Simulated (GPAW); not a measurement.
**Quasiparticle gap of LiCNO (R3m) in GPAW**

Wanted: ground state, empty states, screening and self-energy for LiCNO (R3m).

Program: GPAW 26.7.0. Level of theory: LDA and many-body steps on it, plane waves. Values are calculated unless marked as measured.

Report form: inputs, costs, results and the conclusion, without the logs.

### Step 1. The system as given

It takes space group R3m (No. 160, trigonal). Conventional cell: a = 3.288 Å, b = 3.288 Å, c = 14.286 Å, α = 90.00°, β = 90.00°, γ = 120.00°. Li has 3 N at 2.18 Å and 3 O at 2.28 Å nearest. Nearest to C lie 1 N at 1.19 Å and 1 O at 1.23 Å. Nearest to N lie 1 C at 1.19 Å and 3 Li at 2.18 Å. O has 1 C at 1.23 Å and 3 Li at 2.28 Å nearest. Farther neighbours, and contacts between anions beyond the nearest, are not listed.

Structure file:

```
Li C N O
1.0
     1.64399    0.94916    4.76205
    -1.64399    0.94916    4.76205
     0.00000   -1.89831    4.76205
Li C N O
1 1 1 1
Direct
  0.00526 0.00526 0.00526
  0.49746 0.49746 0.49746
  0.41396 0.41396 0.41396
  0.58333 0.58333 0.58333
```

The cell and positions are those that the Materials Project relaxed with its own functionals (PBE, PBE+U or r2SCAN), kept fixed.

### Step 2. Ground state

This step: GPAW 26.7.0; DFT, LDA, plane waves, PAW.

The ground-state density comes first.

run.py

```python
import json
import numpy as np
from gpaw.mpi import world
from ase import Atoms
from gpaw import GPAW, PW, FermiDirac

atoms = Atoms(['Li', 'C', 'N', 'O'],
    cell=[[1.6439881806, 0.9491570186, 4.7620539288],
      [-1.6439881806, 0.9491570186, 4.7620539288],
      [0.0000000000, -1.8983140372, 4.7620539288]],
    scaled_positions=[[0.0052590000, 0.0052590000, 0.0052590000],
      [0.4974620000, 0.4974620000, 0.4974620000],
      [0.4139600000, 0.4139600000, 0.4139600000],
      [0.5833333333, 0.5833333333, 0.5833333333]],
    pbc=(True, True, True))
calc = GPAW(mode=PW(600),
    xc='LDA',
    kpts={'size': (8, 8, 8), 'gamma': True},
    occupations=FermiDirac(0.001),
    nbands=-8,
    convergence={'density': 1e-6, 'bands': -3},
    maxiter=100,
    txt='gs.txt')
atoms.calc = calc
res = {'energy': atoms.get_potential_energy()}
kpts = calc.get_ibz_k_points()
res['kpts'] = kpts
res['eigenvalues'] = [calc.get_eigenvalues(kpt=k) for k in range(len(kpts))]
res['n_electrons'] = calc.get_number_of_electrons()
calc.write('gs.gpw')

if world.rank == 0:
    with open('result.json', 'w') as f:
        json.dump(res, f, default=lambda x: x.tolist())
```

Launch:

```bash
$ mpirun -n 4 gpaw python run.py
```

Run time: 18 s. Hardware: 4 MPI ranks of Arm Neoverse V1, shared host; peak memory 0.88 GiB; 71 s of CPU time.

This step gave:

* total energy: -30.81 eV
* gap: 4.486 eV
* k of the valence top: 0.5, 0.5, 0.5
* k of the conduction bottom: 0, 0, 0
* least direct gap: 4.637 eV

The gap is indirect, with the least direct gap 0.15 eV higher.

### Step 3. Bands along the symmetry lines

The cheap functional maps the bands first; the places of the edges decide which points the dearer methods must see.

run.py

```python
import json
import numpy as np
from gpaw.mpi import world
from gpaw import GPAW

path = [[0.000000, 0.000000, 0.000000],
    [0.062500, 0.062500, 0.062500],
    [0.125000, 0.125000, 0.125000],
    [0.187500, 0.187500, 0.187500],
    [0.250000, 0.250000, 0.250000],
    [0.312500, 0.312500, 0.312500],
    [0.375000, 0.375000, 0.375000],
    [0.437500, 0.437500, 0.437500],
    [0.500000, 0.500000, 0.500000],
    [0.538356, 0.461644, 0.500000],
    [0.576712, 0.423288, 0.500000],
    [0.615068, 0.384932, 0.500000],
    [0.653424, 0.346576, 0.500000],
    [0.691780, 0.308220, 0.500000],
    [0.730136, 0.269864, 0.500000],
    [0.768492, 0.231508, 0.500000],
    [0.806849, 0.193151, 0.500000],
    [0.500000, -0.193151, 0.193151],
    [0.500000, -0.169008, 0.169008],
    [0.500000, -0.144864, 0.144864],
    [0.500000, -0.120720, 0.120720],
    [0.500000, -0.096576, 0.096576],
    [0.500000, -0.072432, 0.072432],
    [0.500000, -0.048288, 0.048288],
    [0.500000, -0.024144, 0.024144],
    [0.500000, 0.000000, 0.000000],
    [0.437500, 0.000000, 0.000000],
    [0.375000, 0.000000, 0.000000],
    [0.312500, 0.000000, 0.000000],
    [0.250000, 0.000000, 0.000000],
    [0.187500, 0.000000, 0.000000],
    [0.125000, 0.000000, 0.000000],
    [0.062500, 0.000000, 0.000000],
    [0.000000, 0.000000, 0.000000],
    [0.043322, -0.043322, 0.000000],
    [0.086644, -0.086644, 0.000000],
    [0.129966, -0.129966, 0.000000],
    [0.173288, -0.173288, 0.000000],
    [0.216610, -0.216610, 0.000000],
    [0.259932, -0.259932, 0.000000],
    [0.303254, -0.303254, 0.000000],
    [0.346576, -0.346576, 0.000000],
    [0.653424, 0.000000, 0.346576],
    [0.634246, 0.000000, 0.365754],
    [0.615068, 0.000000, 0.384932],
    [0.595890, 0.000000, 0.404110],
    [0.576712, 0.000000, 0.423288],
    [0.557534, 0.000000, 0.442466],
    [0.538356, 0.000000, 0.461644],
    [0.519178, 0.000000, 0.480822],
    [0.500000, 0.000000, 0.500000],
    [0.437500, 0.000000, 0.437500],
    [0.375000, 0.000000, 0.375000],
    [0.312500, 0.000000, 0.312500],
    [0.250000, 0.000000, 0.250000],
    [0.187500, 0.000000, 0.187500],
    [0.125000, 0.000000, 0.125000],
    [0.062500, 0.000000, 0.062500],
    [0.000000, 0.000000, 0.000000]]
calc = GPAW('gs.gpw').fixed_density(kpts=path,
    symmetry='off',
    nbands=18,
    convergence={'bands': 14},
    txt='bands.txt')
res = {}
kpts = calc.get_ibz_k_points()
res['kpts'] = kpts
res['eigenvalues'] = [calc.get_eigenvalues(kpt=k) for k in range(len(kpts))]
res['n_electrons'] = calc.get_number_of_electrons()

if world.rank == 0:
    with open('result.json', 'w') as f:
        json.dump(res, f, default=lambda x: x.tolist())
```

Launch:

```bash
$ mpirun -n 4 gpaw python run.py
```

Run time: 12 s. Hardware: 4 MPI ranks; peak memory 0.92 GiB.

Read from the output:

* gap: 4.486 eV
* k of the valence top: 0.5, 0.5, 0.5
* k of the conduction bottom: 0, 0, 0
* least direct gap: 4.637 eV

The gap is 4.486 eV, as in the run before at this level.

Electronic bands along the path, in eV, zero at the top of the highest filled band; v1 is the highest filled band, c1 the lowest empty one:

| point | v4 | v3 | v2 | v1 | c1 | c2 | c3 | c4 |
| --- | --- | --- | --- | --- | --- | --- | --- | --- |
| Γ | -3.86 | -3.28 | -0.15 | -0.15 | 4.49 | 7.81 | 7.81 | 9.07 |
| halfway | -3.88 | -3.62 | -0.07 | -0.07 | 4.64 | 7.72 | 7.72 | 9.30 |
| T | -3.91 | -3.91 | 0.00 | 0.00 | 4.77 | 7.64 | 7.64 | 9.79 |
| halfway | -4.23 | -3.81 | -0.84 | -0.28 | 6.07 | 7.15 | 7.36 | 10.71 |
| H2 | -5.06 | -3.47 | -1.41 | -1.06 | 5.99 | 6.32 | 10.57 | 10.69 |
| jump to H0 | -5.06 | -3.47 | -1.41 | -1.06 | 5.99 | 6.32 | 10.57 | 10.69 |
| halfway | -4.62 | -3.29 | -1.52 | -1.06 | 5.70 | 7.09 | 8.65 | 11.06 |
| L | -4.17 | -3.27 | -1.68 | -0.74 | 5.55 | 7.62 | 7.71 | 11.16 |
| halfway | -4.02 | -3.24 | -1.04 | -0.45 | 6.03 | 6.81 | 7.76 | 10.59 |
| Γ | -3.86 | -3.28 | -0.15 | -0.15 | 4.49 | 7.81 | 7.81 | 9.07 |
| halfway | -4.24 | -3.20 | -1.30 | -0.57 | 6.45 | 6.92 | 7.42 | 11.01 |
| S0 | -5.11 | -3.42 | -1.46 | -1.07 | 5.94 | 6.40 | 10.33 | 10.68 |
| jump to S2 | -5.11 | -3.42 | -1.46 | -1.07 | 5.94 | 6.40 | 10.33 | 10.68 |
| halfway | -4.62 | -3.52 | -1.73 | -0.50 | 5.96 | 6.44 | 9.35 | 10.85 |
| F | -4.34 | -3.56 | -1.83 | -0.21 | 5.87 | 6.69 | 8.55 | 10.89 |
| halfway | -4.11 | -3.36 | -1.18 | -0.19 | 6.32 | 6.97 | 7.24 | 10.44 |
| Γ | -3.86 | -3.28 | -0.15 | -0.15 | 4.49 | 7.81 | 7.81 | 9.07 |

### Step 4. Empty states on the mesh, 4×4×4 mesh, 214 bands

The sums over transitions need many empty states on a uniform mesh; this step solves for them.

run.py

```python
import json
import numpy as np
from gpaw.mpi import world
from gpaw import GPAW

calc = GPAW('gs.gpw').fixed_density(kpts={'size': (4, 4, 4), 'gamma': True},
    parallel={'domain': 1, 'band': 1},
    txt='nscf.txt')
calc.diagonalize_full_hamiltonian(nbands=214)
calc.write('full.gpw', mode='all')
res = {}
kpts = calc.get_ibz_k_points()
res['kpts'] = kpts
res['eigenvalues'] = [calc.get_eigenvalues(kpt=k) for k in range(len(kpts))]
res['n_electrons'] = calc.get_number_of_electrons()

if world.rank == 0:
    with open('result.json', 'w') as f:
        json.dump(res, f, default=lambda x: x.tolist())
```

Launch:

```bash
$ mpirun -n 4 gpaw python run.py
```

Wall time 23 s (4 MPI ranks); peak memory 1.6 GiB.

Read from the output:

- gap: 4.486 eV
- k of the valence top: 0.5, 0.5, 0.5
- k of the conduction bottom: 0, 0, 0
- least direct gap: 4.637 eV
- k points computed: 13
- lowest point of the top converged band, above the valence top: 151.2674 eV

On this mesh the gap is 4.486 eV.

### Step 5. Screening and self-energy, 4×4×4 mesh, 95 bands, screening to 96 eV

Now the one-shot GW correction: screening in the RPA, then the self-energy of the levels asked for.

This step: G0W0 on LDA, plane waves, PAW.

run.py

```python
import json
import numpy as np
from gpaw.mpi import world
from gpaw.response.g0w0 import G0W0

gw = G0W0('full.gpw',
    filename='gw',
    kpts=[0, 12],
    bands=(6, 10),
    ecut=96,
    nbands=95,
    integrate_gamma='WS',
    ppa=True)
gw.calculate()
res = {mode: {k: v for k, v in r.items() if k != 'sigma_eskwn'}
       for mode, r in gw.all_results.items()}

if world.rank == 0:
    with open('result.json', 'w') as f:
        json.dump(res, f, default=lambda x: x.tolist())
```

Launch:

```bash
$ mpirun -n 4 gpaw python run.py
```

Elapsed: 58 s, on 4 MPI ranks; peak memory 1.6 GiB; 3.9 min of CPU time.

Read from the output:

| Item | Value |
| --- | --- |
| G0W0 gap on the mesh | 7.404 eV |
| least direct G0W0 gap on the computed points | 7.593 eV |
| Z at the valence top | 0.8170 |
| Z at the conduction bottom | 0.8692 |
| starting gap on the mesh | 4.486 eV |
| k of the valence top | 0.5, 0.5, 0.5 |
| k of the conduction bottom | 0, 0, 0 |

The gap on the mesh goes from 4.49 eV to 7.40 eV, a correction of +2.92 eV.

Limits: finite bands, cutoff and mesh. v1 is the top filled band, c1 the lowest empty one. The levels before and after the correction (eV, zero at the valence-band top of each column):

|  | conduction bottom | valence top |
| --- | --- | --- |
| Kohn-Sham | 4.49 | 0.00 |
| G0W0 | 7.40 | 0.00 |

|  | level | energy (eV) |
| --- | --- | --- |
| Kohn-Sham | Γ v2-v1 | -0.151 |
| Kohn-Sham | Γ c1 | 4.486 |
| Kohn-Sham | Γ c2 | 7.813 |
| Kohn-Sham | (0.5 0.5 0.5) v2-v1 | 0.000 |
| Kohn-Sham | (0.5 0.5 0.5) c1 | 4.773 |
| Kohn-Sham | (0.5 0.5 0.5) c2 | 7.638 |
| G0W0 | Γ v2-v1 | -0.189 |
| G0W0 | Γ c1 | 7.404 |
| G0W0 | Γ c2 | 12.149 |
| G0W0 | (0.5 0.5 0.5) v2-v1 | 0.000 |
| G0W0 | (0.5 0.5 0.5) c1 | 7.723 |
| G0W0 | (0.5 0.5 0.5) c2 | 11.932 |

### Step 6. Where the time went

Times are wall times on 4 MPI ranks of Arm Neoverse V1, shared host, good to a factor of about two.

| step | time | share | memory (GiB) |
| --- | --- | --- | --- |
| ground state | 18 s | 16 % | 0.88 |
| bands along the symmetry lines | 12 s | 11 % | 0.92 |
| empty states on the mesh | 23 s | 21 % | 1.6 |
| screening and self-energy | 58 s | 52 % | 1.6 |

### Step 7. Outcome

```
LDA gap              : 4.49 eV, indirect
G0W0 gap on the mesh : 7.40 eV
GW settings          : 4×4×4 mesh, 95 bands, screening to 96 eV, Godby-Needs plasmon pole
known limits         : short of the basis limit
```

In words: G0W0 moves the gap on the mesh from 4.49 eV to 7.40 eV (+2.92 eV), with Z of 0.82 and 0.87 at the edges. The dearest step here is «screening and self-energy». Bands and cutoff are finite, so the gap stands short of the basis limit, usually by up to a few tenths of an eV; the mesh is an error of its own.

[Long decimals in the printed logs are rounded to 6 places.]

[Logs are printed without paths, hosts, clocks, repeated set-up lines and the standing remarks that a program may print on its own settings, such as how far it seeks lower states.]

[Paths, hosts, dates, memory and timing lines, banners, echoed tables and standing remarks are left out of the program output; an Ansatz launch command may be rebuilt from the run's recorded settings. Measured values are a selection of at most five: reports struck by readers or far from the other reports are left out. None is set beside runs whose start may be inverted or whose files or cutoffs have a known fault.]

[Runs of the session that timed out or met a known fault of the program may be left out.]

[Hosts, paths, dates, database ids (printed as entryN), source tags and the programs' standing remarks are cut or masked in the printed files.]

[Where the starting crystal was built by hand or by swapping elements, it need not be the compound's stable phase.]
